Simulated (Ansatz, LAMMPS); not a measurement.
# A vacancy of Ga at several sites of Ga2O3 with crystalline order left by the classical run (95 atoms): runs compared

At which site of Ga2O3 with crystalline order left by the classical run (95 atoms) does a vacancy of Ga cost least, and what about the site decides it?

Computed with Ansatz 0.2.0: Kohn-Sham DFT, PBE, PAW (set soft_2), plane waves.

**1. The cell as built**

The cell holds 95 atoms: 38 Ga and 57 O. Cell: a = 10.264 Å, b = 10.264 Å, c = 10.264 Å, α = 90.0°, β = 90.0°, γ = 90.0°. 95 atoms (38 Fe, 57 O) placed at random at 4.7 g/cm³, melted at 5000 K for 10 ps at fixed volume with the Morse and Coulomb pair potential with partial charges (Pedone, Malavasi, Menziani, Cormack and Segre, J. Phys. Chem. B 110, 11780 (2006)). Quenched from 5000 K to 300 K at 50 K/ps and fixed volume, held 5 ps, then minimised at fixed cell. Then Fe was replaced by Ga and the cell scaled by 1.003 (the potential has no terms for the new elements, so the cell is a start for a DFT relaxation).

Limits known from the start: The quench rate of 50 K/ps is orders of magnitude faster than experiment, which tends to freeze in extra defects. The starting topology of bonds comes from the classical model, and needn't be the one that DFT or experiment would give. Sampling is at Γ alone, for a cell whose shortest periodic width is 10 Å.

**2. The reference run**

The reference is a single point at the end of the relaxation.

Every defect cell starts from the geometry of this run and is relaxed in the fixed cell.

Its input, with most atom lines left out:

```yaml
crystal:
  lattice:
    - [10.2635, 0.0, 0.0]
    - [0.0, 10.2635, 0.0]
    - [0.0, 0.0, 10.2635]
  atoms:
    - { symbol: Ga, position: [0.30384, 0.398, 0.86674] }
    - { symbol: Ga, position: [0.53386, 0.78969, 0.13427] }
    - { symbol: Ga, position: [0.92665, 0.97451, 0.80233] }
    - { symbol: Ga, position: [0.96912, 0.2493, 0.76886] }
    - { symbol: Ga, position: [0.81419, 0.91766, 0.1205] }
    - { symbol: Ga, position: [0.06499, 0.47315, 0.02994] }
    - { symbol: Ga, position: [0.44839, 0.37807, 0.37948] }
    [... atom lines 8 to 95 left out ...]
kpoints:
  mp_grid: { grid: [1, 1, 1] }
hamiltonian:
  xc: pbe
scf:
  occupations: { method: fixed }
output:
  forces: true
  stress: true
  populations: true
  dos:
    method: { smearing: { sigma: 0.1 } }
    de: 0.1
    projected: { site_lists: { Ga: [Ga], O: [O] } }
  eigenvalues: true
  write_density: true
  write_potential: true
  volumetric_format: npy
```

| Property | Result |
| --- | --- |
| free energy per atom | -1853.8869 eV/atom |
| r.m.s. force component | 0.01176 eV/Å |
| pressure | -3.013 GPa |

Filled and empty levels are parted by 1.51 eV (at Γ alone); a semilocal functional tends to put such gaps too low. In a disordered cell it changes from sample to sample, and tail or defect levels can set it.

**3. The runs**

Each row is one run, on 4 threads of Arm Neoverse V1, shared host. The free energy is the program's total, comparable only between runs with the same functional, potentials and atoms.

| run | atoms | outcome | ionic steps, all passes | free energy (eV) | time | host memory (GiB) |
| --- | --- | --- | --- | --- | --- | --- |
| Single point at the start | 95 | converged | - | -176115.373 | 19 s | 1.7 |
| Relaxation | 95 | converged | 19 | -176119.256 | 4.9 min | 1.7 |
| Single point at the relaxed geometry | 95 | converged | - | -176119.256 | 29 s | 1.7 |
| Vacancy of Ga, site Ga36 | 94 | converged | 27 | -172329.455 | 24 min | 2.9 |
| Vacancy of Ga, site Ga16 | 94 | converged | 20 | -172330.074 | 23 min | 2.9 |
| Vacancy of Ga, site Ga28 | 94 | converged | 9 | -172329.272 | 10 min | 2.9 |
| Vacancy of Ga, site Ga19 | 94 | converged | 14 | -172329.387 | 15 min | 2.9 |
| Vacancy of Ga, site Ga11 | 94 | converged | 21 | -172328.463 | 23 min | 2.9 |
| Vacancy of Ga, site Ga23 | 94 | cut at the time limit | 12 | -172328.059 | 15 min | 2.9 |

The surroundings of site Ga16, the cheapest one, after relaxation: 10 atoms, nearest first, with positions taken from that point. Atoms keep their numbers of the cell before the removal, where the removed atom was number 16.

| atom | x | y | z | distance (Å) | bonds | moment (μB) |
| --- | --- | --- | --- | --- | --- | --- |
| O47 | 0.61 | -1.51 | 1.42 | 2.16 | 3 | 0.00 |
| O81 | -1.64 | 0.28 | 1.46 | 2.22 | 3 | 0.01 |
| O88 | -1.24 | 0.78 | -1.76 | 2.29 | 3 | 0.00 |
| O51 | -1.37 | -1.83 | -0.69 | 2.38 | 3 | 0.03 |
| O91 | 1.30 | -1.44 | -1.55 | 2.48 | 4 | 0.00 |
| O65 | 1.27 | 2.01 | 0.78 | 2.50 | 2 | 0.00 |
| Ga17 | -0.60 | -0.93 | -2.33 | 2.58 | 5 | 0.00 |
| Ga32 | 0.18 | -2.67 | -0.02 | 2.67 | 5 | 0.00 |
| Ga12 | -2.71 | -1.12 | 0.45 | 2.97 | 5 | 0.00 |
| Ga35 | -0.72 | -0.79 | 2.79 | 2.99 | 6 | 0.00 |

The column of bonds counts only the pairs O-Ga within 2.43 Å; other neighbours, such as metal atoms beside each other in a compound, aren't counted, and periodic images can show an atom twice.

**4. The sites compared**

All these cells hold the same atoms, so their energies can be compared with no chemical potential.

| site | neighbours | mean distance (Å) | atoms within 6 Å | energy over the best site (eV) | before relaxation (eV) | gain on relaxing (eV) | moment (μB) |
| --- | --- | --- | --- | --- | --- | --- | --- |
| Ga16 | O6 | 2.10 | 74 | 0.00 | 0.70 | 3.14 | 3.0 |
| Ga36 | O4 | 1.91 | 76 | 0.62 | 0.00 | 1.82 | 3.0 |
| Ga19 | O5 | 2.00 | 74 | 0.69 | 0.52 | 2.27 | 3.0 |
| Ga28 | O5 | 2.02 | 78 | 0.80 | 0.13 | 1.76 | 3.0 |
| Ga11 | O6 | 2.03 | 77 | 1.61 | 0.85 | 1.68 | 3.0 |
| Ga23 * | O4 | 1.89 | 75 | 2.01 | 0.83 | 1.25 | - |

* The relaxation didn't finish, so this cell's energy would fall further, and differences against it can move either way. Neighbours are those of the relaxed host within 2.50 Å (O-Ga); other pairs aren't counted.

**5. Findings**

The cheapest site is Ga16 (6 neighbours, O6); the dearest, Ga23 (4 neighbours, O4, relaxation unfinished), costs 2.0 eV more. By coordination the energies over the best site are 0.62 to 2.01 eV with 4 neighbours, 0.69 to 0.80 eV with 5 neighbours and 0.00 to 1.61 eV with 6 neighbours. Relaxation changes the order: the best site before relaxing was Ga36.

Caveats: Defects are neutral and interact with their images. The reference ran with fixed occupations, but 6 of the 6 defect cells with fermi-dirac smearing of 0.025 eV, spin polarised. In a disordered cell the relaxation can also rearrange atoms far from the site. In the spin-polarised runs the search for a state of lower energy was switched off. Only 6 of the 38 Ga sites were tried; unless symmetry makes the others alike to these, a cheaper one may exist. A local or semilocal functional tends to spread out the unpaired spin of such defects. The stress is far from hydrostatic: its diagonal is -3.1, -1.3, -4.6 GPa, compression counted positive. The pressure of -3.0 GPa shows the cell to be stretched for this functional.

The DFT runs together took 1.9 h of wall time.

[Logs are printed without paths, hosts, clocks, repeated set-up lines and the standing remarks that a program may print on its own settings, such as how far it seeks lower states.]

[Hosts, paths, dates, database ids (printed as entryN), source tags and the programs' standing remarks are cut or masked in the printed files.]
